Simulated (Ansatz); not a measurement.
# ZrGe (model cell, started as layered BN type): relaxing the cell for a phonon run

Task: relax ZrGe (model cell, started as layered BN type) tightly.

Program: Ansatz 0.2.0. Level of theory: DFT PBE, scalar-relativistic, plane waves, PAW. Results are calculated unless marked as measured.

Most raw output is cut from this account.

The structure was built from a prototype and need not be the compound's stable phase.

## 1. The structure

The structure is hexagonal, space group P6_3/mmc (No. 194). The conventional cell has a = 4.334 Å, b = 4.334 Å, c = 6.256 Å, α = 90.00°, β = 90.00°, γ = 120.00°. Zr has 3 Ge at 2.50 Å nearest. Nearest to Ge lie 3 Zr at 2.50 Å. Farther neighbours are not listed.

## 2. A coarse first look

A quick single point on a coarse mesh tells whether the cell has a gap and how far it is from rest, which sets the k mesh and smearing that follow.

File input.yaml:

```yaml
crystal:
  lattice:
    - [4.33428, 0.0, 0.0]
    - [-2.16714, 3.7536, 0.0]
    - [0.0, 0.0, 6.256]
  atoms:
    - { symbol: Zr, position: [0.333333, 0.666667, 0.25] }
    - { symbol: Zr, position: [0.666667, 0.333333, 0.75] }
    - { symbol: Ge, position: [0.666667, 0.333333, 0.25] }
    - { symbol: Ge, position: [0.333333, 0.666667, 0.75] }
kpoints:
  mp_grid: { grid: [6, 6, 4] }
hamiltonian:
  xc: pbe
scf:
  occupations: { method: gaussian, width: 0.1 }
output:
  forces: true
  stress: true
  eigenvalues: true
```

On the command line:

```
> ansatz run input.yaml --threads 4 --pin off --max-ram 7168MiB --backend cpu --events-out ev --progress --plain --runs-dir out
```

The job ended after 1.6 s (4 threads of Arm Neoverse V2, shared host; peak memory 0.42 GiB).

Numbers from this step:

```
pressure          : 5.372 GPa
volume per atom   : 25.44 Å³
gap on the k-mesh : 0 eV
```

The coarse mesh shows no gap and a pressure of 5.4 GPa.

## 3. Bringing the structure to rest

The cell and atoms are relaxed, since residual forces and stress would shift the frequencies.

input.yaml, as its differences from that of step 2:

```diff
@@ -11,3 +11,3 @@
 kpoints:
-  mp_grid: { grid: [6, 6, 4] }
+  mp_grid: { grid: [12, 12, 6] }
 hamiltonian:
@@ -20 +20,10 @@
   eigenvalues: true
+  write_density: true
+  write_potential: true
+  elf: true
+  volumetric_format: npy
+relax:
+  adjacent_minimum: "off"
+  f_tol: 0.005
+  max_steps: 80
+  cell: { stress_tol: 0.05 }
```

The job ended after 41 s (4 threads; peak memory 0.57 GiB).

Relaxation path:

```tsv
step	energy less that of the first step (eV)	largest force component (eV/Å)	pressure (GPa)	volume (Å³)
1	0.0000	0.0000	5.43	101.78
2	-1.0669	0.0000	0.47	103.14
3	-1.6395	0.0000	0.74	100.73
4	-1.8864	0.0000	-1.50	104.16
5	-1.9036	0.0000	0.10	101.76
6	-1.9036	0.0000	0.00	101.89
7*	-1.9065	0.0000	0.06	101.89
8	-1.9065	0.0000	0.00	101.98
9*	-1.9065	0.0000	0.00	101.98
```

Relaxation steps marked * repeat the geometry before them on a plane-wave basis chosen anew for their cell, so energy and pressure can jump there.

Forces are held to the 24 operations that the run works with; a distortion that breaks them can't arise in this run.

```tsv
cell as run	before	after	change
a (Å)	4.334	4.678	+7.9 %
b (Å)	4.334	4.678	+7.9 %
c (Å)	6.256	5.382	-14.0 %
volume (Å³/atom)	25.44	25.49	+0.2 %
```

Final coordinates:

```xyz
4
Lattice="4.6777 0.0000 0.0000 -2.3388 4.0510 0.0000 0.0000 0.0000 5.3816" Properties=species:S:1:pos:R:3 pbc="T T T"
Zr    0.0000    2.7007    1.3454
Zr    2.3388    1.3503    4.0362
Ge    2.3388    1.3503    1.3454
Ge    0.0000    2.7007    4.0362
```

This step gave:

```
pressure        : 0.002340 GPa
volume per atom : 25.49 Å³
```

Valence density in the ac plane at fractional y = 0.333, with atoms of Zr and Ge within 0.2 Å of it. It is the smooth field of the valence electrons, not physical close to the nuclei.

Values in e/Å³, 16 rows by 14 columns, each cell a mean:
```
 0  0  0  0  0  0  0  0  0  1  0  0  0  0
 0  0  0  0  0  0  0  1  1  2  2  1  0  0
 0  0  0  0  0  0  0  1  3  4  4  2  1  0
 0  0  0  0  0  0  0  2  4  3  4  3  1  0
 0  0  0  0  0  0  0  2  4  4  4  2  1  0
 0  0  0  0  0  0  0  1  2  3  3  1  0  0
 0  0  0  0  0  0  0  0  1  1  1  0  0  0
 0  0  0  0  0  0  0  0  0  0  0  0  0  0
 0  0  0  0  0  0  0  0  0  0  0  0  0  0
 0  0  0  0  0  0  0  0  1  1  1  0  0  0
 0  0  0  0  0  0  0  1  4 12  6  1  0  0
 0  0  0  0  0  0  0  1 13 39 19  2  1  0
 0  0  0  0  0  0  0  1  8 23 12  2  0  0
 0  0  0  0  0  0  0  1  1  3  2  1  0  0
 0  0  0  0  0  0  0  0  0  1  1  0  0  0
 0  0  0  0  0  0  0  0  0  0  0  0  0  0
```
Columns run along a (4.7 Å), rows up along c (5.4 Å). Atoms in or near the plane, at fractional coordinates: Zr at (0.67, 0.75), Ge at (0.67, 0.25).

Electrostatic potential energy in the ac plane at fractional y = 0.333, with atoms of Zr and Ge within 0.2 Å of it. With pseudopotentials it is smooth inside the atoms' cores, unlike the true potential.

Ten even steps from '_' (-57 eV) to '@' (13 eV), each cell a mean:
```
@@@@@@@@@@@@@@%%%%##%%%%@@@@
@@@@@@@@@@@@%%##++====##%%@@
@@@@@@@@@@@@%%++..____==##@@
@@@@@@@@@@@@##--______::**%%
@@@@@@@@@@@@%%==______--##%%
@@@@@@@@@@@@%%**--::::++%%@@
@@@@@@@@@@@@@@%%##**##%%@@@@
@@@@@@@@@@@@@@@@%%%%%%@@@@@@
@@@@@@@@@@@@@@@@%%%%%%@@@@@@
@@@@@@@@@@@@@@%%******%%@@@@
@@@@@@@@@@@@@@**======**%%@@
@@@@@@@@@@@@%%++==::--++##@@
@@@@@@@@@@@@%%**==--==++%%@@
@@@@@@@@@@@@@@##**++++##@@@@
@@@@@@@@@@@@@@@@%%##%%%%@@@@
@@@@@@@@@@@@@@@@@@%%@@@@@@@@
```
Columns run along a (4.7 Å; values clipped at the 3rd and 97th percentile), rows up along c (5.4 Å). Atoms in or near the plane, at fractional coordinates: Zr at (0.67, 0.75), Ge at (0.67, 0.25).

ELF in the ac plane at fractional y = 0.333, with atoms of Zr and Ge within 0.2 Å of it. It is the smooth field of the valence electrons, not physical close to the nuclei.

Ten even steps from '0' (0.02) to '9' (0.78), each cell a mean:
```
45554321343212
56665213798411
57775228989831
57776239715952
57776239857942
57775215999621
45654312465212
43333433344334
31113567666775
31002676544677
30002674201467
31002663000367
30002664100367
30002675433577
31013577656776
32223455555554
```
Columns run along a (4.7 Å), rows up along c (5.4 Å). Atoms in or near the plane, at fractional coordinates: Zr at (0.67, 0.75), Ge at (0.67, 0.25).

In this step the volume went from 25.44 to 25.49 Å³/atom.

## 4. Relaxing to small forces for the phonons

Phonons need a cell at rest on their own settings, so the relaxation is repeated with tight tolerances on forces and stress on the k mesh and occupations of the first response run.

File input.yaml:

```yaml
crystal:
  lattice:
    - [4.6776712725, 0.0, 0.0]
    - [-2.3388356363, 4.0509821526, 0.0]
    - [0.0, 0.0, 5.3815812226]
  atoms:
    - { symbol: Zr, position: [0.3333333333, 0.6666666667, 0.25] }
    - { symbol: Zr, position: [0.6666666667, 0.3333333333, 0.75] }
    - { symbol: Ge, position: [0.6666666667, 0.3333333333, 0.25] }
    - { symbol: Ge, position: [0.3333333333, 0.6666666667, 0.75] }
kpoints:
  mp_grid: { grid: [12, 12, 6] }
hamiltonian:
  xc: pbe
scf:
  occupations: { method: methfessel_paxton, width: 0.15 }
output:
  forces: true
  stress: true
  eigenvalues: true
relax:
  adjacent_minimum: "off"
  f_tol: 0.001
  max_steps: 60
  cell: { stress_tol: 0.01 }
```

It took 8.4 s on 4 threads; peak memory 0.55 GiB.

Little changed from the start: no atom moved by 0.005 Å and no cell edge by 0.1 %.

Numbers from this step:

| Property | Result |
| --- | --- |
| pressure | -0.002269 GPa |

The forces vanish by symmetry and the pressure is -0.002 GPa, within the tolerances set. The cell now holds 25.49 Å³/atom.

## 5. Outcome

```yaml
space_group_after_relaxation: P6_3/mmc
lattice_constant_a: 4.678 Å
lattice_constant_b: 4.678 Å
lattice_constant_c: 5.382 Å
volume_per_atom: 25.5 Å³
```

**Reading.** The forces vanish by symmetry and the pressure is -0.002 GPa, within the tolerances set. The cell now holds 25.49 Å³/atom. The relaxation keeps the symmetry of its start, so it says nothing on stability against lower symmetry. The starting cell was built on a prototype and not taken from a measurement, so the phase need not exist.

[Logs are printed without paths, hosts, clocks, repeated set-up lines and the standing remarks that a program may print on its own settings, such as how far it seeks lower states.]

[Hosts, paths, dates, database ids (printed as entryN), source tags and the programs' standing remarks are cut or masked in the printed files.]
